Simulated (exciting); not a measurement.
Consider SnSe2, space group P-3m1.

```cif
data_structure
_symmetry_space_group_name_H-M 'P 1'
_symmetry_Int_Tables_number 1
_cell_length_a 3.8110
_cell_length_b 3.8110
_cell_length_c 6.1360
_cell_angle_alpha 90.000
_cell_angle_beta 90.000
_cell_angle_gamma 120.000
_cell_volume 77.18
loop_
_atom_site_label
_atom_site_type_symbol
_atom_site_fract_x
_atom_site_fract_y
_atom_site_fract_z
_atom_site_occupancy
Sn1 Sn 0.00000 0.00000 0.00000 1
Se2 Se 0.66667 0.33333 0.75100 1
Se3 Se 0.33333 0.66667 0.24900 1
```

Absorber: atom 1, with 6 Se at 2.68 Å (octahedral, site symmetry -3m). Method: exciting, all-electron LAPW+lo, LDA, exchange and screened direct term (singlet BSE), 5×5×2 shifted k points, 28 conduction bands, |G+q| up to 3 bohr⁻¹ (2 in the exchange term), full RPA screening with nempty = 54, Lorentzian half width 1.38 eV.

**Question.** Predict the Sn L₃ near-edge structure at this level.

Bound core exciton? Yes on this mesh: the first bright state (over 5 % of the brightest) lies at -0.63 eV from the Kohn–Sham onset. Maxima (height): 15.8 eV (1.00).

Energy from the Kohn–Sham onset, core level to the lowest empty state found on the meshes used; Im ε in relative units:

```
E (eV)  Im ε
  -8.0  0.03
  -7.5  0.03
  -7.0  0.03
  -6.5  0.03
  -6.0  0.04
  -5.5  0.04
  -5.0  0.05
  -4.5  0.05
  -4.0  0.06
  -3.5  0.07
  -3.0  0.08
  -2.5  0.10
  -2.0  0.12
  -1.5  0.16
  -1.0  0.20
  -0.5  0.23
   0.0  0.24
   0.5  0.24
   1.0  0.23
   1.5  0.23
   2.0  0.24
   2.5  0.26
   3.0  0.31
   3.5  0.38
   4.0  0.47
   4.5  0.57
   5.0  0.65
   5.5  0.68
   6.0  0.69
   6.5  0.70
   7.0  0.73
   7.5  0.76
   8.0  0.79
   8.5  0.81
   9.0  0.82
   9.5  0.82
  10.0  0.82
  10.5  0.83
  11.0  0.84
  11.5  0.85
  12.0  0.87
  12.5  0.88
  13.0  0.90
  13.5  0.91
  14.0  0.94
  14.5  0.96
  15.0  0.98
  15.5  1.00
  16.0  1.00
  16.5  0.99
  17.0  0.97
  17.5  0.95
  18.0  0.93
  18.5  0.91
  19.0  0.89
  19.5  0.87
  20.0  0.85
```

A mesh of 50 points doesn't converge binding energies, and fine structure above the first lines is partly noise of the mesh. The kernel cutoff is low for a compact core orbital, so the effect of exchange is a lower bound. The zero comes from the shifted mesh, which comes near the band minimum without meeting it. The conduction states carry no spin here, so the exchange coupling to the spinor core hole is only partly held. This core level is treated alone, with no coupling to its spin–orbit partner. The structure is a published determination, not relaxed.

[Banner, clock and machine lines of the logs are left out without a mark of their own.]

[Logs are printed without paths, hosts, clocks, repeated set-up lines and the standing remarks that a program may print on its own settings, such as how far it seeks lower states.]

[Hosts, paths, dates, database ids (printed as entryN), source tags and the programs' standing remarks are cut or masked in the printed files.]
